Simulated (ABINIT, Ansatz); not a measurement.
# AlInTe3 (Pm-3m): zone-centre phonons, part 3 of 3

Which modes does AlInTe3 (Pm-3m) have at the zone centre?

ABINIT 10.8.3; DFT LDA, scalar-relativistic, plane waves, HGH norm-conserving pseudopotentials.

So far. Step 2 (Relaxing the cell and atoms): The volume changes by +2.1 % from the cell with which this run began. Step 4 (Linear response at Γ): The acoustic modes at Γ come out as far as 0.6 cm⁻¹ from zero, where they should vanish, a small numerical error. The lowest optical mode is imaginary, 55i cm⁻¹, an instability at this level and on this k mesh. The relaxed cell has a = 5.305 Å (conventional setting).

The structure was built from a prototype and need not be the compound's stable phase.

**5. Zone-centre analysis**

anaddb reads the merged derivatives and imposes the acoustic sum rule.

anaddb.abi

```
ddb_filepath "gamma_DDB"
output_file "anaddb.abo"
outdata_prefix "anaddb"
asr 1
chneut 1
enunit 2
eivec 1
nph1l 1
qph1l 0.0 0.0 0.0 1.0
```

mrgddb.in

```
gamma_DDB
merged
2
dfpt_gammao_DDB
gso_DDB
```

On the command line:

```console
> mrgddb < mrgddb.in > mrgddb.log
> OMP_NUM_THREADS=1 anaddb anaddb.abi > anaddb.log
```

anaddb.abo, the main output file:

```text
-outvars_anaddb: echo values of input variables ----------------------

 Miscellaneous information :
      enunit         2
       eivec         1
         asr         1
 First list of wavevector (reduced coord.) :
       nph1l         1
       qph1l
                     0.00000000E+00  0.00000000E+00  0.00000000E+00    1.000E+00

================================================================================

 read the DDB information and perform some checks

  ==== Info on the Cryst% object ====
 Real(R)+Recip(G) space primitive vectors, cartesian coordinates (Bohr,Bohr^-1):
 R(1)= 10.0241851  0.0000000  0.0000000  G(1)=  0.0997587  0.0000000  0.0000000
 R(2)=  0.0000000 10.0241851  0.0000000  G(2)=  0.0000000  0.0997587  0.0000000
 R(3)=  0.0000000  0.0000000 10.0241851  G(3)=  0.0000000  0.0000000  0.0997587
 Unit cell volume ucvol=  1.0072731E+03 bohr^3
 Angles (23,13,12)=  9.00000000E+01  9.00000000E+01  9.00000000E+01 degrees
 Time-reversal symmetry is present
 Reduced atomic positions [iatom, xred, symbol]:
    1)    0.0000000  0.0000000  0.0000000  In
    2)    0.5000000  0.5000000  0.5000000  Al
    3)    0.5000000  0.5000000  0.0000000  Te
    4)    0.5000000  0.0000000  0.5000000  Te
    5)    0.0000000  0.5000000  0.5000000  Te

 DDB file with 3 blocks has been read.

================================================================================

 Treat the first list of vectors

  Phonon wavevector (reduced coordinates) :  0.00000  0.00000  0.00000
 Phonon energies in Hartree :
  -2.512999E-04 -2.512999E-04 -2.512999E-04 -1.473470E-04 -1.473470E-04
  -1.473470E-04 -1.085092E-04 -1.085092E-04 -1.085092E-04  1.302301E-08
   1.319734E-08  1.370710E-08  1.186338E-03  1.186338E-03  1.186338E-03
 Phonon energies in meV     :
- -6.838220E+00 -6.838220E+00 -6.838220E+00 -4.009517E+00 -4.009517E+00
- -4.009517E+00 -2.952686E+00 -2.952686E+00 -2.952686E+00  3.543741E-04
-  3.591180E-04  3.729891E-04  3.228190E+01  3.228190E+01  3.228190E+01
 Phonon frequencies in cm-1    :
- -5.515396E+01 -5.515396E+01 -5.515396E+01 -3.233893E+01 -3.233893E+01
- -3.233893E+01 -2.381502E+01 -2.381502E+01 -2.381502E+01  2.858220E-03
-  2.896482E-03  3.008360E-03  2.603711E+02  2.603711E+02  2.603711E+02
 Phonon frequencies in Thz     :
- -1.653474E+00 -1.653474E+00 -1.653474E+00 -9.694968E-01 -9.694968E-01
- -9.694968E-01 -7.139563E-01 -7.139563E-01 -7.139563E-01  8.568728E-05
-  8.683435E-05  9.018837E-05  7.805730E+00  7.805730E+00  7.805730E+00
 Phonon energies in Kelvin  :
- -7.935424E+01 -7.935424E+01 -7.935424E+01 -4.652851E+01 -4.652851E+01
- -4.652851E+01 -3.426450E+01 -3.426450E+01 -3.426450E+01  4.112341E-03
-  4.167392E-03  4.328359E-03  3.746159E+02  3.746159E+02  3.746159E+02

 Eigendisplacements
 (will be given, for each mode : in cartesian coordinates
   for each atom the real part of the displacement vector,
   then the imaginary part of the displacement vector - absolute values smaller than 1.0d-7 are set to zero)
  Mode number    1   Energy   -2.512999E-04
 Attention : low frequency mode.
   (Could be unstable or acoustic mode)
-  1  0.00000000E+00  0.00000000E+00 -9.45008352E-04
-     0.00000000E+00  0.00000000E+00  0.00000000E+00
-  2  0.00000000E+00  0.00000000E+00 -1.59352102E-03
-     0.00000000E+00  0.00000000E+00  0.00000000E+00
-  3  0.00000000E+00  0.00000000E+00 -8.92370809E-04
-     0.00000000E+00  0.00000000E+00  0.00000000E+00
-  4  0.00000000E+00  0.00000000E+00  1.03979467E-03
-     0.00000000E+00  0.00000000E+00  0.00000000E+00
-  5  0.00000000E+00  0.00000000E+00  1.03979467E-03
-     0.00000000E+00  0.00000000E+00  0.00000000E+00
  Mode number    2   Energy   -2.512999E-04
 Attention : low frequency mode.
   (Could be unstable or acoustic mode)
-  1  0.00000000E+00 -9.45008352E-04  0.00000000E+00
-     0.00000000E+00  0.00000000E+00  0.00000000E+00
-  2  0.00000000E+00 -1.59352102E-03  0.00000000E+00
-     0.00000000E+00  0.00000000E+00  0.00000000E+00
-  3  0.00000000E+00  1.03979467E-03  0.00000000E+00
-     0.00000000E+00  0.00000000E+00  0.00000000E+00
-  4  0.00000000E+00 -8.92370809E-04  0.00000000E+00
-     0.00000000E+00  0.00000000E+00  0.00000000E+00
-  5  0.00000000E+00  1.03979467E-03  0.00000000E+00
-     0.00000000E+00  0.00000000E+00  0.00000000E+00
  Mode number    3   Energy   -2.512999E-04
 Attention : low frequency mode.
   (Could be unstable or acoustic mode)
-  1  9.45008352E-04  0.00000000E+00  0.00000000E+00
-     0.00000000E+00  0.00000000E+00  0.00000000E+00
-  2  1.59352102E-03  0.00000000E+00  0.00000000E+00
-     0.00000000E+00  0.00000000E+00  0.00000000E+00
-  3 -1.03979467E-03  0.00000000E+00  0.00000000E+00
-     0.00000000E+00  0.00000000E+00  0.00000000E+00
-  4 -1.03979467E-03  0.00000000E+00  0.00000000E+00
-     0.00000000E+00  0.00000000E+00  0.00000000E+00
-  5  8.92370809E-04  0.00000000E+00  0.00000000E+00
-     0.00000000E+00  0.00000000E+00  0.00000000E+00
  Mode number    4   Energy   -1.473470E-04
 Attention : low frequency mode.
   (Could be unstable or acoustic mode)
-  1  0.00000000E+00  0.00000000E+00  1.68483095E-03
-     0.00000000E+00  0.00000000E+00  0.00000000E+00
-  2  0.00000000E+00  0.00000000E+00 -1.49095400E-03
-     0.00000000E+00  0.00000000E+00  0.00000000E+00
-  3  0.00000000E+00  0.00000000E+00 -1.12789050E-03
-     0.00000000E+00  0.00000000E+00  0.00000000E+00
-  4  0.00000000E+00  0.00000000E+00 -3.66280818E-05
-     0.00000000E+00  0.00000000E+00  0.00000000E+00
-  5  0.00000000E+00  0.00000000E+00 -3.66280818E-05
-     0.00000000E+00  0.00000000E+00  0.00000000E+00
  Mode number    5   Energy   -1.473470E-04
 Attention : low frequency mode.
   (Could be unstable or acoustic mode)
-  1  0.00000000E+00  1.68483095E-03  0.00000000E+00
-     0.00000000E+00  0.00000000E+00  0.00000000E+00
-  2  0.00000000E+00 -1.49095400E-03  0.00000000E+00
-     0.00000000E+00  0.00000000E+00  0.00000000E+00
-  3  0.00000000E+00 -3.66280818E-05  0.00000000E+00
-     0.00000000E+00  0.00000000E+00  0.00000000E+00
-  4  0.00000000E+00 -1.12789050E-03  0.00000000E+00
-     0.00000000E+00  0.00000000E+00  0.00000000E+00
-  5  0.00000000E+00 -3.66280818E-05  0.00000000E+00
-     0.00000000E+00  0.00000000E+00  0.00000000E+00
  Mode number    6   Energy   -1.473470E-04
 Attention : low frequency mode.
   (Could be unstable or acoustic mode)
-  1  1.68483095E-03  0.00000000E+00  0.00000000E+00
-     0.00000000E+00  0.00000000E+00  0.00000000E+00
-  2 -1.49095400E-03  0.00000000E+00  0.00000000E+00
-     0.00000000E+00  0.00000000E+00  0.00000000E+00
-  3 -3.66280818E-05  0.00000000E+00  0.00000000E+00
-     0.00000000E+00  0.00000000E+00  0.00000000E+00
-  4 -3.66280818E-05  0.00000000E+00  0.00000000E+00
-     0.00000000E+00  0.00000000E+00  0.00000000E+00
-  5 -1.12789050E-03  0.00000000E+00  0.00000000E+00
-     0.00000000E+00  0.00000000E+00  0.00000000E+00
  Mode number    7   Energy   -1.085092E-04
 Attention : low frequency mode.
   (Could be unstable or acoustic mode)
-  1  0.00000000E+00  0.00000000E+00  0.00000000E+00
-     0.00000000E+00  0.00000000E+00  0.00000000E+00
-  2  0.00000000E+00  0.00000000E+00  0.00000000E+00
-     0.00000000E+00  0.00000000E+00  0.00000000E+00
-  3  0.00000000E+00  0.00000000E+00  0.00000000E+00
-     0.00000000E+00  0.00000000E+00  0.00000000E+00
-  4  0.00000000E+00  0.00000000E+00 -1.46615408E-03
-     0.00000000E+00  0.00000000E+00  0.00000000E+00
-  5  0.00000000E+00  0.00000000E+00  1.46615408E-03
-     0.00000000E+00  0.00000000E+00  0.00000000E+00
  Mode number    8   Energy   -1.085092E-04
 Attention : low frequency mode.
   (Could be unstable or acoustic mode)
-  1  0.00000000E+00  0.00000000E+00  0.00000000E+00
-     0.00000000E+00  0.00000000E+00  0.00000000E+00
-  2  0.00000000E+00  0.00000000E+00  0.00000000E+00
-     0.00000000E+00  0.00000000E+00  0.00000000E+00
-  3  0.00000000E+00 -1.46615408E-03  0.00000000E+00
-     0.00000000E+00  0.00000000E+00  0.00000000E+00
-  4  0.00000000E+00  0.00000000E+00  0.00000000E+00
-     0.00000000E+00  0.00000000E+00  0.00000000E+00
-  5  0.00000000E+00  1.46615408E-03  0.00000000E+00
-     0.00000000E+00  0.00000000E+00  0.00000000E+00
  Mode number    9   Energy   -1.085092E-04
 Attention : low frequency mode.
   (Could be unstable or acoustic mode)
-  1  0.00000000E+00  0.00000000E+00  0.00000000E+00
-     0.00000000E+00  0.00000000E+00  0.00000000E+00
-  2  0.00000000E+00  0.00000000E+00  0.00000000E+00
-     0.00000000E+00  0.00000000E+00  0.00000000E+00
-  3  1.46615408E-03  0.00000000E+00  0.00000000E+00
-     0.00000000E+00  0.00000000E+00  0.00000000E+00
-  4 -1.46615408E-03  0.00000000E+00  0.00000000E+00
-     0.00000000E+00  0.00000000E+00  0.00000000E+00
-  5  0.00000000E+00  0.00000000E+00  0.00000000E+00
-     0.00000000E+00  0.00000000E+00  0.00000000E+00
  Mode number   10   Energy    1.302301E-08
 Attention : low frequency mode.
   (Could be unstable or acoustic mode)
-  1  0.00000000E+00  0.00000000E+00  1.02270935E-03
-     0.00000000E+00  0.00000000E+00  0.00000000E+00
-  2  0.00000000E+00  0.00000000E+00  1.02245336E-03
-     0.00000000E+00  0.00000000E+00  0.00000000E+00
-  3  0.00000000E+00  0.00000000E+00  1.02248642E-03
-     0.00000000E+00  0.00000000E+00  0.00000000E+00
-  4  0.00000000E+00  0.00000000E+00  1.02262009E-03
-     0.00000000E+00  0.00000000E+00  0.00000000E+00
-  5  0.00000000E+00  0.00000000E+00  1.02262009E-03
-     0.00000000E+00  0.00000000E+00  0.00000000E+00
  Mode number   11   Energy    1.319734E-08
 Attention : low frequency mode.
   (Could be unstable or acoustic mode)
-  1  0.00000000E+00  1.02270935E-03  0.00000000E+00
-     0.00000000E+00  0.00000000E+00  0.00000000E+00
-  2  0.00000000E+00  1.02245336E-03  0.00000000E+00
-     0.00000000E+00  0.00000000E+00  0.00000000E+00
-  3  0.00000000E+00  1.02262009E-03  0.00000000E+00
-     0.00000000E+00  0.00000000E+00  0.00000000E+00
-  4  0.00000000E+00  1.02248642E-03  0.00000000E+00
-     0.00000000E+00  0.00000000E+00  0.00000000E+00
-  5  0.00000000E+00  1.02262009E-03  0.00000000E+00
-     0.00000000E+00  0.00000000E+00  0.00000000E+00
  Mode number   12   Energy    1.370710E-08
 Attention : low frequency mode.
   (Could be unstable or acoustic mode)
-  1  1.02270935E-03  0.00000000E+00  0.00000000E+00
-     0.00000000E+00  0.00000000E+00  0.00000000E+00
-  2  1.02245336E-03  0.00000000E+00  0.00000000E+00
-     0.00000000E+00  0.00000000E+00  0.00000000E+00
-  3  1.02262009E-03  0.00000000E+00  0.00000000E+00
-     0.00000000E+00  0.00000000E+00  0.00000000E+00
-  4  1.02262009E-03  0.00000000E+00  0.00000000E+00
-     0.00000000E+00  0.00000000E+00  0.00000000E+00
-  5  1.02248642E-03  0.00000000E+00  0.00000000E+00
-     0.00000000E+00  0.00000000E+00  0.00000000E+00
  Mode number   13   Energy    1.186338E-03
-  1  0.00000000E+00  0.00000000E+00  1.03798047E-05
-     0.00000000E+00  0.00000000E+00  0.00000000E+00
-  2  0.00000000E+00  0.00000000E+00 -3.81103819E-03
-     0.00000000E+00  0.00000000E+00  0.00000000E+00
-  3  0.00000000E+00  0.00000000E+00  1.08870312E-03
-     0.00000000E+00  0.00000000E+00  0.00000000E+00
-  4  0.00000000E+00  0.00000000E+00 -1.46086844E-04
-     0.00000000E+00  0.00000000E+00  0.00000000E+00
-  5  0.00000000E+00  0.00000000E+00 -1.46086844E-04
-     0.00000000E+00  0.00000000E+00  0.00000000E+00
  Mode number   14   Energy    1.186338E-03
-  1  0.00000000E+00  1.03798047E-05  0.00000000E+00
-     0.00000000E+00  0.00000000E+00  0.00000000E+00
-  2  0.00000000E+00 -3.81103819E-03  0.00000000E+00
-     0.00000000E+00  0.00000000E+00  0.00000000E+00
-  3  0.00000000E+00 -1.46086844E-04  0.00000000E+00
-     0.00000000E+00  0.00000000E+00  0.00000000E+00
-  4  0.00000000E+00  1.08870312E-03  0.00000000E+00
-     0.00000000E+00  0.00000000E+00  0.00000000E+00
-  5  0.00000000E+00 -1.46086844E-04  0.00000000E+00
-     0.00000000E+00  0.00000000E+00  0.00000000E+00
  Mode number   15   Energy    1.186338E-03
-  1  1.03798047E-05  0.00000000E+00  0.00000000E+00
-     0.00000000E+00  0.00000000E+00  0.00000000E+00
-  2 -3.81103819E-03  0.00000000E+00  0.00000000E+00
-     0.00000000E+00  0.00000000E+00  0.00000000E+00
-  3 -1.46086844E-04  0.00000000E+00  0.00000000E+00
-     0.00000000E+00  0.00000000E+00  0.00000000E+00
-  4 -1.46086844E-04  0.00000000E+00  0.00000000E+00
-     0.00000000E+00  0.00000000E+00  0.00000000E+00
-  5  1.08870312E-03  0.00000000E+00  0.00000000E+00
-     0.00000000E+00  0.00000000E+00  0.00000000E+00

 Analysis of degeneracies and characters (maximum tolerance=1.00E-06 a.u.)
 For each vibration mode, or group of modes if degenerate,
 the characters are given for each symmetry operation (see the list in the log file).
 Symmetry characters of vibration mode #   1
       degenerate with vibration modes #   2 to    3
  3.0 -3.0 -1.0  1.0 -1.0  1.0 -1.0  1.0  1.0 -1.0 -1.0  1.0  1.0 -1.0 -1.0  1.0
  0.0 -0.0  0.0 -0.0 -0.0  0.0 -0.0  0.0  1.0 -1.0 -1.0  1.0 -1.0  1.0  1.0 -1.0
  0.0 -0.0 -0.0  0.0 -0.0  0.0  0.0 -0.0  1.0 -1.0  1.0 -1.0 -1.0  1.0 -1.0  1.0
 Symmetry characters of vibration mode #   4
       degenerate with vibration modes #   5 to    6
  3.0 -3.0 -1.0  1.0 -1.0  1.0 -1.0  1.0  1.0 -1.0 -1.0  1.0  1.0 -1.0 -1.0  1.0
  0.0 -0.0 -0.0  0.0  0.0 -0.0 -0.0  0.0  1.0 -1.0 -1.0  1.0 -1.0  1.0  1.0 -1.0
  0.0 -0.0  0.0 -0.0 -0.0  0.0 -0.0  0.0  1.0 -1.0  1.0 -1.0 -1.0  1.0 -1.0  1.0
 Symmetry characters of vibration mode #   7
       degenerate with vibration modes #   8 to    9
  3.0 -3.0 -1.0  1.0 -1.0  1.0 -1.0  1.0 -1.0  1.0  1.0 -1.0 -1.0  1.0  1.0 -1.0
  0.0 -0.0 -0.0  0.0  0.0 -0.0 -0.0  0.0 -1.0  1.0  1.0 -1.0  1.0 -1.0 -1.0  1.0
  0.0 -0.0  0.0 -0.0 -0.0  0.0 -0.0  0.0 -1.0  1.0 -1.0  1.0  1.0 -1.0  1.0 -1.0
 Symmetry characters of vibration mode #  10
       degenerate with vibration modes #  11 to   12
  3.0 -3.0 -1.0  1.0 -1.0  1.0 -1.0  1.0  1.0 -1.0 -1.0  1.0  1.0 -1.0 -1.0  1.0
  0.0 -0.0  0.0 -0.0 -0.0  0.0 -0.0  0.0  1.0 -1.0 -1.0  1.0 -1.0  1.0  1.0 -1.0
  0.0 -0.0 -0.0  0.0 -0.0  0.0  0.0 -0.0  1.0 -1.0  1.0 -1.0 -1.0  1.0 -1.0  1.0
 Symmetry characters of vibration mode #  13
       degenerate with vibration modes #  14 to   15
  3.0 -3.0 -1.0  1.0 -1.0  1.0 -1.0  1.0  1.0 -1.0 -1.0  1.0  1.0 -1.0 -1.0  1.0
  0.0 -0.0 -0.0  0.0  0.0 -0.0  0.0 -0.0  1.0 -1.0 -1.0  1.0 -1.0  1.0  1.0 -1.0
  0.0 -0.0  0.0 -0.0  0.0 -0.0 -0.0  0.0  1.0 -1.0  1.0 -1.0 -1.0  1.0 -1.0  1.0
-
```

The job ended after 0.49 s (1 thread of Arm Neoverse V2, shared host).

Numbers from this step:

- lowest optical zone-centre mode: -55.15 cm⁻¹

No LO-TO term; unit eigenvectors of the mass-weighted matrix, from anaddb's displacements. The modes at Γ (shares of kinetic energy by element, %) (negative means imaginary):

```
mode  frequency (cm⁻¹)  symmetry  In %  Al %  Te %
   1             -55.2       T1u    19    12    69
   2             -55.2       T1u    19    12    69
   3             -55.2       T1u    19    12    69
   4             -32.3       T1u    59    11    30
   5             -32.3       T1u    59    11    30
   6             -32.3       T1u    59    11    30
   7             -23.8       T2u     0     0   100
   8             -23.8       T2u     0     0   100
   9             -23.8       T2u     0     0   100
  10               0.0  acoustic    22     5    73
  11               0.0  acoustic    22     5    73
  12               0.0  acoustic    22     5    73
  13             260.4       T1u     0    71    29
  14             260.4       T1u     0    71    29
  15             260.4       T1u     0    71    29
```

Displacements in mode 1 (-55.2 cm⁻¹), the largest set to 1:
```
In1  0.00  0.00 -0.59
Al2  0.00  0.00 -1.00
Te3  0.00  0.00 -0.56
Te4  0.00  0.00  0.65
Te5  0.00  0.00  0.65
```

Displacements in mode 4 (-32.3 cm⁻¹), the largest set to 1:
```
In1  0.00  0.00  1.00
Al2  0.00  0.00 -0.89
Te3  0.00  0.00 -0.67
Te4  0.00  0.00 -0.02
Te5  0.00  0.00 -0.02
```

The rule moves no optical mode by more than 0.1 cm⁻¹.

**6. Results**

```
space group after relaxation                                           : Pm-3m
volume per atom                                                        : 29.9 Å³
highest optical zone-centre mode (no LO-TO term)                       : 260.4 cm⁻¹
lowest optical zone-centre mode                                        : -55.1 cm⁻¹
imaginary optical modes at the zone centre (no q mesh in this session) : yes
```

At the LDA level the optical modes of AlInTe3 (Pm-3m) at the zone centre run from 55i to 260 cm⁻¹, so the structure is a saddle point, with 9 modes beyond 10i cm⁻¹ there. These are harmonic frequencies: anharmonic shifts and widths and the lattice's thermal expansion are left out. The Fermi-Dirac smearing of 0.01 Ha is an electronic temperature of 3158 K, which adds a pressure of its own and can shift the volume and soft modes. Spin-orbit coupling is left out, which can matter for the heavy elements here. The HGH files keep few electrons and have no core correction, which is cheap but rough for In. In a metal the frequencies hang on the k mesh and the smearing, most of all near Kohn anomalies. The structure is a hypothetical one, built on a prototype.

[Host names and launcher messages were left out of these logs when they were recorded.]

[Logs are printed without paths, hosts, clocks, repeated set-up lines and the standing remarks that a program may print on its own settings, such as how far it seeks lower states.]

[Hosts, paths, dates, database ids (printed as entryN), source tags and the programs' standing remarks are cut or masked in the printed files.]
